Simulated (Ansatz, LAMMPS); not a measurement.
# Elastic response of amorphous 64SiO2-25Y2O3-11Al2O3 (mol %) (164 atoms): runs compared

How stiff is amorphous 64SiO2-25Y2O3-11Al2O3 (mol %) (164 atoms)?

Computed with Ansatz 0.2.0: Kohn-Sham DFT, revPBE, PAW (set soft_2), plane waves.

### Step 1. The cell as built

The cell holds 164 atoms: 28 Si, 22 Y, 10 Al and 104 O. Cell: a = 13.216 Å, b = 13.216 Å, c = 13.216 Å, α = 90.0°, β = 90.0°, γ = 90.0°. 164 atoms (28 Si, 22 Er, 10 Al, 104 O) placed at random at 4.5 g/cm³, melted at 5000 K for 10 ps at fixed volume with the Morse and Coulomb pair potential with partial charges (Pedone, Malavasi, Menziani, Cormack and Segre, J. Phys. Chem. B 110, 11780 (2006)). Quenched from 5000 K to 300 K at 30 K/ps and fixed volume, held 10 ps at zero pressure, then minimised at fixed cell. Then Er was replaced by Y and the cell scaled by 1.01 (the potential has no terms for the new elements, so the cell is a start for a DFT relaxation).

What the set-up can't give: The quench rate of 30 K/ps is many orders above laboratory rates, so the cell is likely richer in defects and strain than a real sample. The network of bonds at the start is that of the classical potential that made the cell, and needn't be the one that DFT or experiment would give. The Brillouin zone is sampled at Γ only.

### Step 2. The reference run

The reference is a single point at the end of the relaxation.

Every strained cell starts from the geometry of this run, and its atoms are relaxed with the cell held.

Its input, with most atom lines left out:

```yaml
crystal:
  lattice:
    - [13.51405, -0.03068, -0.0342]
    - [-0.03068, 13.12111, 0.05743]
    - [-0.0342, 0.05743, 13.2459]
  atoms:
    - { symbol: Si, position: [0.0677, 0.25393, 0.8993] }
    - { symbol: Si, position: [0.54596, 0.02988, 0.05766] }
    - { symbol: Si, position: [0.64431, 0.94686, 0.4722] }
    - { symbol: Si, position: [0.50447, 0.91671, 0.8628] }
    - { symbol: Si, position: [0.5841, 0.27519, 0.34568] }
    - { symbol: Si, position: [0.37226, 0.26189, 0.90824] }
    - { symbol: Si, position: [0.05622, 0.61197, 0.81685] }
    [... atom lines 8 to 164 left out ...]
kpoints:
  mp_grid: { grid: [1, 1, 1] }
hamiltonian:
  xc: revpbe
scf:
  occupations: { method: fixed }
output:
  forces: true
  stress: true
  populations: intrinsic
  dos:
    method: { smearing: { sigma: 0.15 } }
    de: 0.1
    projected: { site_lists: { Al: [Al], O: [O], Si: [Si], "Y": ["Y"] } }
  eigenvalues: true
  write_density: true
  write_potential: true
  volumetric_format: npy
  elf: true
```

- free energy per atom: -1020.8427 eV/atom
- r.m.s. force component: 0.00426 eV/Å
- pressure: 0.01028 GPa

Filled and empty levels are parted by 4.13 eV (at Γ alone); a semilocal functional tends to put such gaps too low. In a disordered cell it changes from sample to sample, and tail or defect levels can set it.

### Step 3. The runs

Each row is one run, on 4 threads of Arm Neoverse V1, shared host. The free energy is the program's total, comparable only between runs with the same functional, potentials and atoms.

```csv
run,atoms,outcome,"ionic steps, all passes",free energy (eV),time,host memory (GiB)
Single point at the start,164,converged,-,-167411.949,61 s,3.5
Cell and atoms relaxed,164,converged,26,-167418.208,23 min,3.6
Single point at the relaxed geometry,164,converged,-,-167418.208,1.9 min,4.0
Volume -3 %,164,converged,9,-167417.746,11 min,3.8
Volume +3 %,164,converged,8,-167417.781,10 min,4.0
Volume -6 %,164,cut at the time limit,4,-167416.219,5.5 min,3.7
```

In some runs the program notes that the exchange-correlation potential is rough where the density is thin and the SCF threshold is loose for the stress.

### Step 4. Pressure against volume

Atoms are relaxed at each volume, in the scaled cell.

```csv
volume change (%),volume (Å³/atom),energy change (meV/atom),pressure (GPa),largest move on relaxing (Å),bonds,gap (eV)
-3,13.892,2.81,2.06,0.18,289,4.26
+0,14.321,0.00,0.01,-,285,4.13
+3,14.751,2.60,-1.89,0.13,284,4.01
```

### Step 5. Findings

The bulk modulus, from the slope of pressure against ln V over the three points nearest the relaxed volume, is 65.8 GPa. The count of bonds runs from 284 to 289 over the series, so at some points contacts cross the cutoffs. The gap goes from 4.26 eV at the smallest volume to 4.01 eV at the largest, -4.1 eV per unit of ln V by a straight line, on the run's k-points.

**Limits.** Strains are finite and relaxations stop at the force tolerance of the input, which can leave moduli too stiff; they are those of a static cell at zero temperature. Volumes are changed with the cell's shape held, so in an anisotropic solid the modulus lies over the one under free hydrostatic load. The program notes that the SCF threshold of the relaxations is loose for the stress.

The DFT runs together took 53 min of wall time.

[Logs are printed without paths, hosts, clocks, repeated set-up lines and the standing remarks that a program may print on its own settings, such as how far it seeks lower states.]

[Hosts, paths, dates, database ids (printed as entryN), source tags and the programs' standing remarks are cut or masked in the printed files.]
